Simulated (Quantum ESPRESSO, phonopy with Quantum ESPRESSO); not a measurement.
## NaF (Fm-3m): a volume series of phonon spectra

Aim: how the vibrations of NaF shift with volume, and the expansion that follows.

Measurements to reproduce:
- volume expansion coefficient 95.1 1e-6/K and heat capacity C_P per formula unit 46.9 J/mol/K near room temperature (given in “High-Throughput Prediction of Finite-Temperature Properties using the Quasi-Harmonic Approximation”, 2016, arXiv:1603.06924)
- volume expansion coefficient 102.6 1e-6/K near room temperature (given in “Descriptors for thermal expansion in solids”, 2017, arXiv:1701.03966)

Program: Quantum ESPRESSO 7.5. Level of theory: DFT PBEsol, scalar-relativistic, plane waves, GBRV ultrasoft pseudopotentials. Results are calculated unless marked as measured.

Report form: the programs' logs are mostly left out.

### Step 1. The structure

The structure is cubic, space group Fm-3m (No. 225). Conventional cell: a = 4.640 Å, b = 4.640 Å, c = 4.640 Å, α = 90.00°, β = 90.00°, γ = 90.00°. Na has 6 F at 2.32 Å nearest. F has 6 Na at 2.32 Å nearest. Farther neighbours and most contacts between anions are not listed.

### Step 2. Probe on a coarse mesh

Before spending time, one coarse run tells the gap and the pressure of the starting cell.

Contents of probe.in:

```
&CONTROL
  calculation = 'scf'
  prefix      = 'x'
  outdir      = './tmp'
  pseudo_dir  = './pseudo'
  tprnfor     = .true.
  tstress     = .true.
  verbosity   = 'high'
/
&SYSTEM
  ibrav       = 0
  nat         = 2
  ntyp        = 2
  ecutwfc     = 45.0
  ecutrho     = 270.0
  occupations = 'smearing'
  smearing    = 'gaussian'
  degauss     = 0.01
/
&ELECTRONS
  conv_thr         = 1.0d-07
  mixing_beta      = 0.7
  electron_maxstep = 100
/
ATOMIC_SPECIES
 Na     22.9898  Na.upf
 F      18.9984  F.upf
CELL_PARAMETERS angstrom
     0.000000000    2.320000000    2.320000000
     2.320000000    0.000000000    2.320000000
     2.320000000    2.320000000    0.000000000
ATOMIC_POSITIONS crystal
 Na     0.000000000   0.000000000   0.000000000
 F      0.500000000   0.500000000   0.500000000
K_POINTS automatic
 6 6 6 0 0 0
```

Run with:

```bash
OMP_NUM_THREADS=1 mpirun -n 4 pw.x -nk 4 -in probe.in > probe.out
```

Elapsed: 3.9 s, on 4 MPI ranks of AMD EPYC 7571, shared host.

A gap read on the k-mesh alone can miss the band edges.

This step gave:

```
volume per atom   : 12.49 Å³
pressure          : 0.1760 GPa
gap on the k-mesh : 6.135 eV
```

The start is under 0.18 GPa at this level and looks like an insulator or semiconductor on this mesh.

### Step 3. Finding the static equilibrium

Phonons are second derivatives about a minimum, so cell and atoms are relaxed first, inside the symmetry of the start.

Contents of relax.in:

```
&CONTROL
  calculation   = 'vc-relax'
  prefix        = 'x'
  outdir        = './tmp'
  pseudo_dir    = './pseudo'
  tprnfor       = .true.
  tstress       = .true.
  forc_conv_thr = 2.0d-05
  etot_conv_thr = 1.0d-07
  nstep         = 40
/
&SYSTEM
  ibrav       = 0
  nat         = 2
  ntyp        = 2
  ecutwfc     = 45.0
  ecutrho     = 270.0
  occupations = 'fixed'
  nbnd        = 10
/
&ELECTRONS
  conv_thr         = 1.0d-11
  mixing_beta      = 0.7
  electron_maxstep = 100
/
&IONS
/
&CELL
  press_conv_thr = 0.1
/
ATOMIC_SPECIES
 Na     22.9898  Na.upf
 F      18.9984  F.upf
CELL_PARAMETERS angstrom
     0.000000000    2.320000000    2.320000000
     2.320000000    0.000000000    2.320000000
     2.320000000    2.320000000    0.000000000
ATOMIC_POSITIONS crystal
 Na     0.000000000   0.000000000   0.000000000
 F      0.500000000   0.500000000   0.500000000
K_POINTS automatic
 8 8 8 0 0 0
```

Run with:

```bash
OMP_NUM_THREADS=1 mpirun -n 4 pw.x -nk 4 -in relax.in > relax.out
```

The job ended after 16 s (4 MPI ranks).

Relaxation path:

```tsv
step	energy less that of the first step (eV)	largest force (eV/Å)	volume (Å³)
1	0.0000	0.0000	24.97
2	0.0000	0.0000	25.00
3	0.0000	0.0000	25.02
4	0.0000	0.0000	25.05
5	0.0000	0.0000	25.06
6	-0.0001	0.0000	25.06
```

```tsv
conventional cell, symmetrised	before	after	change
a (Å)	4.640	4.645	+0.1 %
b (Å)	4.640	4.645	+0.1 %
c (Å)	4.640	4.645	+0.1 %
volume (Å³/atom)	12.49	12.53	+0.3 %
```

The relaxed structure:

```
CELL_PARAMETERS angstrom
0.00000 2.32260 2.32260
2.32260 0.00000 2.32260
2.32260 2.32260 0.00000
ATOMIC_POSITIONS crystal
Na 0.00000 0.00000 0.00000
F 0.50000 0.50000 0.50000
```

Numbers from this step:

```
volume per atom   : 12.53 Å³
pressure          : 0.001 GPa
gap on the k-mesh : 6.118 eV
```

After the last step pw.x solved the final cell once more on a basis chosen for it, which moves the energy without moving the atoms.

### Step 4. Ground state at this cell

A tight ground state at this cell gives the energy of this member; its pressure is the stress at this cutoff, which can carry an offset from the finite basis.

Contents of scf.in:

```
&CONTROL
  calculation = 'scf'
  prefix      = 'x'
  outdir      = './tmp'
  pseudo_dir  = './pseudo'
  tprnfor     = .true.
  tstress     = .true.
/
&SYSTEM
  ibrav       = 0
  nat         = 2
  ntyp        = 2
  ecutwfc     = 45.0
  ecutrho     = 270.0
  occupations = 'fixed'
  nbnd        = 10
/
&ELECTRONS
  conv_thr         = 1.0d-12
  mixing_beta      = 0.7
  electron_maxstep = 100
/
ATOMIC_SPECIES
 Na     22.9898  Na.upf
 F      18.9984  F.upf
CELL_PARAMETERS angstrom
     0.000000000    2.322604721    2.322604721
     2.322604721    0.000000000    2.322604721
     2.322604721    2.322604721    0.000000000
ATOMIC_POSITIONS crystal
 Na     0.000000000   0.000000000   0.000000000
 F      0.500000000   0.500000000   0.500000000
K_POINTS automatic
 8 8 8 0 0 0
```

Run with:

```bash
OMP_NUM_THREADS=1 mpirun -n 4 pw.x -nk 4 -in scf.in > scf.out
```

It took 5.4 s on 4 MPI ranks; 19 s of CPU time.

On a basis chosen for the relaxed cell the pressure is 0.001 GPa, small enough for phonons.

### Step 5. Zone-centre response

In a polar crystal the Born charges and ε∞ give the long-range dipole term that a finite supercell misses. They are those of this k-mesh and were not tested on a denser one; where the gap is small they converge slowly, and the LO modes with them.

Contents of ph.in:

```
phonons
&INPUTPH
  prefix = 'x'
  outdir = './tmp'
  fildyn = 'x.dyn'
  tr2_ph = 1.0d-18
  epsil  = .true.
/
0.000000000 0.000000000 0.000000000
```

scf.in is that of step 4.

Run with:

```bash
OMP_NUM_THREADS=1 mpirun -n 4 ph.x -nk 4 -in ph.in > ph.out
```

It took 52 s on 4 MPI ranks; 3.4 min of CPU time.

Numbers from this step:

| Quantity | Value |
| --- | --- |
| Γ frequencies | -15.01, -15.01, -15.01, 242.1, 242.1, 242.1 cm⁻¹ (negative: imaginary) |
| Γ symmetry | T_1u G_15 G_4- I, T_1u G_15 G_4- I, T_1u G_15 G_4- I, T_1u G_15 G_4- I, T_1u G_15 G_4- I, T_1u G_15 G_4- I |

ε∞:

```
1.89 0.00 0.00
0.00 1.89 0.00
0.00 0.00 1.89
```

Born charge (rows field, columns displacement), before the sum rule (e), principal values of the symmetric part by kind of site:

```tsv
atom	atoms with these values	low	middle	high	mean
Na1	1	1.01	1.01	1.01	1.01
F2	1	-1.01	-1.01	-1.01	-1.01
```

In full for F2:

```
-1.01  0.00  0.00
 0.00 -1.01  0.00
 0.00  0.00 -1.01
```

The Born charges sum to zero within 0.0032 e; the rest is removed before use. Acoustic frequencies in this log differ from zero by the error of the sum rule, which ph.x does not impose. This version of ph.x has a suspected fault in its gradient-corrected response, so the tensors carry some doubt.

### Step 6. Forces on a displaced cell

One atom (for the harmonic constants) or a pair of atoms (for the cubic ones) is moved by a few hundredths of an ångström; the forces on all atoms give a column of force constants. The threshold is tight because the forces are small.

System of this step: NaF. The structure is orthorhombic, space group Imm2 (No. 44). The conventional cell has a = 6.569 Å, b = 9.290 Å, c = 6.569 Å, α = 90.00°, β = 90.00°, γ = 90.00°. Nearest to Na lie 6 F at 2.31 to 2.34 Å. Nearest to Na lie 6 F at 2.32 Å. F has 6 Na at 2.32 Å nearest. Farther neighbours and most contacts between anions are not listed.

Contents of disp-00001.in:

```
&CONTROL
  calculation = 'scf'
  prefix      = 'x'
  outdir      = './tmp'
  pseudo_dir  = './pseudo'
  tprnfor     = .true.
  disk_io     = 'none'
/
&SYSTEM
  ibrav       = 0
  nat         = 16
  ntyp        = 2
  ecutwfc     = 45.0
  ecutrho     = 270.0
  occupations = 'fixed'
  nbnd        = 66
/
&ELECTRONS
  conv_thr         = 1.0d-11
  mixing_beta      = 0.7
  electron_maxstep = 100
/
ATOMIC_SPECIES
 Na     22.9898  Na.upf
 F      18.9984  F.upf
CELL_PARAMETERS angstrom
     0.000000000    4.645209442    4.645209442
     4.645209442    0.000000000    4.645209442
     4.645209442    4.645209442    0.000000000
ATOMIC_POSITIONS crystal
 Na     0.003044456   0.000000000   0.000000000
 Na     0.500000000   0.000000000   0.000000000
 Na     0.000000000   0.500000000   0.000000000
 Na     0.500000000   0.500000000   0.000000000
 Na     0.000000000   0.000000000   0.500000000
 Na     0.500000000   0.000000000   0.500000000
 Na     0.000000000   0.500000000   0.500000000
 Na     0.500000000   0.500000000   0.500000000
 F      0.250000000   0.250000000   0.250000000
 F      0.750000000   0.250000000   0.250000000
 F      0.250000000   0.750000000   0.250000000
 F      0.750000000   0.750000000   0.250000000
 F      0.250000000   0.250000000   0.750000000
 F      0.750000000   0.250000000   0.750000000
 F      0.250000000   0.750000000   0.750000000
 F      0.750000000   0.750000000   0.750000000
K_POINTS automatic
 3 3 3 0 0 0
```

Run with:

```bash
OMP_NUM_THREADS=1 mpirun -n 2 pw.x -nk 2 -in disp-00001.in > disp-00001.out
```

It took 98 s on 2 MPI ranks.

Numbers from this step:

- gap on the k-mesh: 6.117 eV

Force by atom:

```tsv
atom	x (eV/Å)	y (eV/Å)	z (eV/Å)	size
Na1	0.0000	-0.0547	-0.0547	0.0774
Na2	0.0000	0.0170	0.0170	0.0241
Na3	0.0114	-0.0022	0.0057	0.0129
Na4	-0.0114	0.0057	-0.0022	0.0129
Na5	0.0114	0.0057	-0.0022	0.0129
Na6	-0.0114	-0.0022	0.0057	0.0129
Na7	0.0000	-0.0057	-0.0057	0.0081
Na8	0.0000	0.0046	0.0046	0.0065
F9	-0.0001	-0.0017	-0.0017	0.0024
F10	-0.0001	0.0035	0.0035	0.0050
F11	0.0000	0.0114	0.0035	0.0119
F12	0.0000	0.0035	0.0098	0.0104
F13	0.0000	0.0035	0.0114	0.0119
F14	0.0000	0.0098	0.0035	0.0104
F15	0.0001	0.0035	0.0035	0.0050
F16	0.0001	-0.0017	-0.0017	0.0024
```

At this level the gap is 6.12 eV on the k-mesh of the self-consistent run, which can miss the band edges.

### Step 7. Forces on a displaced cell

disp-00002.in, as its differences from disp-00001.in of step 6:

```diff
@@ -30,3 +30,3 @@
 ATOMIC_POSITIONS crystal
- Na     0.003044456   0.000000000   0.000000000
+ Na     0.000000000   0.000000000   0.000000000
  Na     0.500000000   0.000000000   0.000000000
@@ -38,3 +38,3 @@
  Na     0.500000000   0.500000000   0.500000000
- F      0.250000000   0.250000000   0.250000000
+ F      0.253044456   0.250000000   0.250000000
  F      0.750000000   0.250000000   0.250000000
```

Run with:

```bash
OMP_NUM_THREADS=1 mpirun -n 2 pw.x -nk 2 -in disp-00002.in > disp-00002.out
```

The job ended after 1.7 min (2 MPI ranks).

### Step 8. Lattice dynamics at this volume, V/V0 1

This step: DFT PBEsol, scalar-relativistic, plane waves, GBRV ultrasoft pseudopotentials (phonopy with Quantum ESPRESSO 4.10.0 / 7.5).

Run time: 1.7 min. Hardware: 4 threads; 6.6 min of CPU time.

Numbers from this step:

| Item | Value |
| --- | --- |
| point group | m-3m |
| highest frequency | 401.7 cm⁻¹ |
| Debye temperature from the second moment | 423 K |
| lowest frequency on the path | 0 cm⁻¹ |
| zero-point energy | 0.0814 eV/cell |
| Γ frequencies | 0, 0, 0, 242.6, 242.6, 242.6 cm⁻¹ (negative: imaginary) |

Phonopy, LO-TO term from ph.x's tensors. Phonon branches along the path, in cm⁻¹:

```tsv
point	branch 1	branch 2	branch 3	branch 4	branch 5	branch 6
Γ	0	0	0	243	243	402
halfway	102	102	195	251	251	340
X	140	140	252	257	257	281
halfway	143	162	247	252	258	278
U	152	210	227	238	260	272
jump to K	152	210	227	238	260	272
halfway	121	139	191	210	254	353
Γ	0	0	0	243	243	402
halfway	108	108	167	229	229	377
L	175	175	196	196	296	302
halfway	172	182	223	230	271	280
W	204	204	204	223	268	268
halfway	160	166	240	247	260	276
X	140	140	252	257	257	281
```

Harmonic. Thermo, by row:

```tsv
T (K)	F_vib (meV/atom)	S (J/mol-atom/K)	C_V (J/mol-atom/K)
0	40.7	0	0
50	40.58	1.006	3.124
100	38.9	5.959	11.95
150	34.25	11.95	17.39
200	26.61	17.38	20.2
250	16.36	22.07	21.73
300	3.85	26.12	22.64
350	-10.62	29.66	23.22
400	-26.82	32.78	23.61
450	-44.55	35.58	23.88
500	-63.65	38.11	24.07
550	-84	40.41	24.22
600	-105.5	42.52	24.33
650	-128	44.47	24.42
700	-151.6	46.28	24.49
750	-176	47.98	24.55
800	-201.3	49.56	24.6
850	-227.3	51.05	24.64
900	-254.2	52.46	24.67
950	-281.7	53.8	24.7
1000	-309.9	55.07	24.72
```

Phonopy on the run's constants, 21x21x21 mesh, Gaussian sigma 3.1 cm⁻¹. Modes against wavenumber; read off at these points; values in 1/cm⁻¹/cell:

```tsv
wavenumber (cm⁻¹)	F	Na
-10.0	0	0
0.0	2.0e-5	2.0e-5
10.0	0	0
20.0	1.5e-4	1.8e-4
30.0	1.3e-4	1.5e-4
40.0	4.5e-4	5.4e-4
50.0	4.3e-4	5.2e-4
60.0	8.4e-4	0.00103
70.0	0.00102	0.00126
80.0	0.00153	0.00191
90.0	0.00212	0.00270
100.0	0.00227	0.00292
110.0	0.00406	0.00535
120.0	0.00407	0.00556
130.0	0.00530	0.00757
140.0	0.00904	0.0136
150.0	0.00949	0.0156
153.3	0.00991	0.0171
160.0	0.00886	0.0174
170.0	0.00792	0.0244
180.0	0.00646	0.0187
190.0	0.00526	0.0118
200.0	0.0187	0.0109
210.0	0.0209	0.0111
220.0	0.0210	0.0148
230.0	0.0210	0.0164
240.0	0.0248	0.0232
248.6	0.0270	0.0276
250.0	0.0266	0.0272
260.0	0.0256	0.0235
270.0	0.0178	0.00889
273.1	0.0190	0.00683
280.0	0.0144	0.00423
290.0	0.00760	0.00372
300.0	0.00546	0.00283
310.0	0.00516	0.00339
320.0	0.00438	0.00318
330.0	0.00318	0.00240
340.0	0.00340	0.00268
350.0	0.00314	0.00253
360.0	0.00243	0.00199
370.0	0.00202	0.00166
380.0	0.00169	0.00139
390.0	0.00122	0.00101
400.0	4.1e-4	3.4e-4
410.0	0	0
```

No LO-TO term. Modes at Γ, with each element's share of the kinetic energy:

```tsv
mode	frequency (cm⁻¹)	symmetry	Na %	F %
1	0.0	T1u	55	45
2	0.0	T1u	55	45
3	0.0	T1u	55	45
4	242.6	T1u	45	55
5	242.6	T1u	45	55
6	242.6	T1u	45	55
```

Displacements in mode 5 (242.6 cm⁻¹), the largest set to 1:
```
Na1  0.00  0.00 -0.83
F2   0.00  0.00  1.00
```

No mode is imaginary beyond numerical noise along the path.

The time given is that of the 2 pw.x runs on displaced cells behind this step.

### Step 9. Ground state at this cell, V/V0 1.015

This step: DFT PBEsol, scalar-relativistic, plane waves, GBRV ultrasoft pseudopotentials (Quantum ESPRESSO 7.5).

System of this step: NaF. Symmetry: Fm-3m, No. 225, cubic system. Conventional cell: a = 4.668 Å, b = 4.668 Å, c = 4.668 Å, α = 90.00°, β = 90.00°, γ = 90.00°. Nearest to Na lie 6 F at 2.33 Å. F has 6 Na at 2.33 Å nearest. Farther neighbours and most contacts between anions are not listed.

Edit scf.in of step 5 so:

```diff
@@ -26,5 +26,5 @@
 CELL_PARAMETERS angstrom
-     0.000000000    2.322604721    2.322604721
-     2.322604721    0.000000000    2.322604721
-     2.322604721    2.322604721    0.000000000
+     0.000000000    2.334160159    2.334160159
+     2.334160159    0.000000000    2.334160159
+     2.334160159    2.334160159    0.000000000
 ATOMIC_POSITIONS crystal
```

Run with:

```bash
OMP_NUM_THREADS=1 mpirun -n 4 pw.x -nk 4 -in scf.in > scf.out
```

Elapsed: 5.6 s, on 4 MPI ranks.

At this level the gap is 6.04 eV on the k-mesh of the self-consistent run, which can miss the band edges.

### Step 10. Born charges and dielectric tensor

ph.in is that of step 5.

scf.in is that of step 9.

Run with:

```bash
OMP_NUM_THREADS=1 mpirun -n 4 ph.x -nk 4 -in ph.in > ph.out
```

Wall time 58 s (4 MPI ranks); 3.8 min of CPU time.

The Born charges sum to zero within 0.0032 e; the rest is removed before use. Acoustic frequencies in this log differ from zero by the error of the sum rule, which ph.x does not impose. This version of ph.x has a suspected fault in its gradient-corrected response, so the tensors carry some doubt.

### Step 11. Forces on a displaced cell

System of this step: NaF. The structure is orthorhombic, space group Imm2 (No. 44). Conventional cell: a = 6.602 Å, b = 9.337 Å, c = 6.602 Å, α = 90.00°, β = 90.00°, γ = 90.00°. Nearest to Na lie 6 F at 2.32 to 2.35 Å. Nearest to Na lie 6 F at 2.33 Å. F has 6 Na at 2.33 Å nearest. Farther neighbours and most contacts between anions are not listed.

Edit disp-00001.in of step 6 so:

```diff
@@ -26,7 +26,7 @@
 CELL_PARAMETERS angstrom
-     0.000000000    4.645209442    4.645209442
-     4.645209442    0.000000000    4.645209442
-     4.645209442    4.645209442    0.000000000
+     0.000000000    4.668320317    4.668320317
+     4.668320317    0.000000000    4.668320317
+     4.668320317    4.668320317    0.000000000
 ATOMIC_POSITIONS crystal
- Na     0.003044456   0.000000000   0.000000000
+ Na     0.003029384   0.000000000   0.000000000
  Na     0.500000000   0.000000000   0.000000000
```

Run with:

```bash
OMP_NUM_THREADS=1 mpirun -n 2 pw.x -nk 2 -in disp-00001.in > disp-00001.out
```

Run time: 1.8 min. Hardware: 2 MPI ranks; 3.5 min of CPU time.

### Step 12. Phonons, V/V0 1.015

This step: DFT PBEsol, scalar-relativistic, plane waves, GBRV ultrasoft pseudopotentials (phonopy with Quantum ESPRESSO 4.10.0 / 7.5).

Elapsed: 1.9 min, on 4 threads; 7.3 min of CPU time.

No mode is imaginary beyond numerical noise along the path. The highest zone-centre mode (no LO–TO term) moved by -3.6 % for a volume change of +1.5 %.

The time given is that of the 2 pw.x runs on displaced cells behind this step.

### Step 13. Ground state at this cell, V/V0 0.985

This step: DFT PBEsol, scalar-relativistic, plane waves, GBRV ultrasoft pseudopotentials (Quantum ESPRESSO 7.5).

System of this step: NaF. The structure is cubic, space group Fm-3m (No. 225). The conventional cell has a = 4.622 Å, b = 4.622 Å, c = 4.622 Å, α = 90.00°, β = 90.00°, γ = 90.00°. Nearest to Na lie 6 F at 2.31 Å. F has 6 Na at 2.31 Å nearest. Farther neighbours and most contacts between anions are not listed.

Edit scf.in of step 10 so:

```diff
@@ -26,5 +26,5 @@
 CELL_PARAMETERS angstrom
-     0.000000000    2.334160159    2.334160159
-     2.334160159    0.000000000    2.334160159
-     2.334160159    2.334160159    0.000000000
+     0.000000000    2.310933144    2.310933144
+     2.310933144    0.000000000    2.310933144
+     2.310933144    2.310933144    0.000000000
 ATOMIC_POSITIONS crystal
```

Run with:

```bash
OMP_NUM_THREADS=1 mpirun -n 4 pw.x -nk 4 -in scf.in > scf.out
```

It took 6.2 s on 4 MPI ranks; 22 s of CPU time.

The run ends at a pressure of 0.77 GPa.

### Step 14. Zone-centre response

ph.in is that of step 10.

scf.in is that of step 13.

Run with:

```bash
OMP_NUM_THREADS=1 mpirun -n 4 ph.x -nk 4 -in ph.in > ph.out
```

It took 55 s on 4 MPI ranks; 3.6 min of CPU time.

ε∞:

```
1.89 0.00 0.00
0.00 1.89 0.00
0.00 0.00 1.89
```

The Born charges sum to zero within 0.0032 e; the rest is removed before use. Acoustic frequencies in this log differ from zero by the error of the sum rule, which ph.x does not impose. This version of ph.x has a suspected fault in its gradient-corrected response, so the tensors carry some doubt.

### Step 15. A displaced supercell

System of this step: NaF. The structure is orthorhombic, space group Imm2 (No. 44). Conventional cell: a = 6.536 Å, b = 9.244 Å, c = 6.536 Å, α = 90.00°, β = 90.00°, γ = 90.00°. Nearest to Na lie 6 F at 2.30 to 2.33 Å. Nearest to Na lie 6 F at 2.31 Å. Na has 6 F at 2.31 Å nearest. F has 6 Na at 2.31 Å nearest. Farther neighbours and most contacts between anions are not listed.

Edit disp-00001.in of step 11 so:

```diff
@@ -26,7 +26,7 @@
 CELL_PARAMETERS angstrom
-     0.000000000    4.668320317    4.668320317
-     4.668320317    0.000000000    4.668320317
-     4.668320317    4.668320317    0.000000000
+     0.000000000    4.621866287    4.621866287
+     4.621866287    0.000000000    4.621866287
+     4.621866287    4.621866287    0.000000000
 ATOMIC_POSITIONS crystal
- Na     0.003029384   0.000000000   0.000000000
+ Na     0.003059832   0.000000000   0.000000000
  Na     0.500000000   0.000000000   0.000000000
```

Run with:

```bash
OMP_NUM_THREADS=1 mpirun -n 2 pw.x -nk 2 -in disp-00001.in > disp-00001.out
```

The job ended after 2.1 min (2 MPI ranks).

### Step 16. Lattice dynamics at this volume, V/V0 0.985

This step: DFT PBEsol, scalar-relativistic, plane waves, GBRV ultrasoft pseudopotentials (phonopy with Quantum ESPRESSO 4.10.0 / 7.5).

Wall time 2.1 min (4 threads); 7.8 min of CPU time.

Phonopy, LO-TO term from ph.x's tensors. The phonon branches at the labelled points (cm⁻¹):

```tsv
point	branch 1	branch 2	branch 3	branch 4	branch 5	branch 6
Γ	0	0	0	252	252	408
halfway	101	101	203	260	260	344
X	140	140	255	266	266	289
halfway	143	162	248	261	268	287
U	154	212	228	246	268	282
jump to K	154	212	228	246	268	282
halfway	121	144	196	218	263	359
Γ	0	0	0	252	252	408
halfway	111	111	170	237	237	383
L	181	181	203	203	301	307
halfway	176	185	230	236	277	287
W	204	204	210	229	277	277
halfway	160	168	242	256	270	285
X	140	140	255	266	266	289
```

No mode is imaginary beyond numerical noise along the path. The highest zone-centre mode (no LO–TO term) moved by +3.7 % for a volume change of -1.5 %.

The time given is that of the 2 pw.x runs on displaced cells behind this step.

(Part 1 of 2 ends here.)

[Logs are printed without paths, hosts, clocks, repeated set-up lines and the standing remarks that a program may print on its own settings, such as how far it seeks lower states.]

[Hosts, paths, dates, database ids (printed as entryN), source tags and the programs' standing remarks are cut or masked in the printed files.]

[A step with changed settings may run another functional than the one named; its input shows which.]

[Of the runs on displaced cells, only some may be shown.]
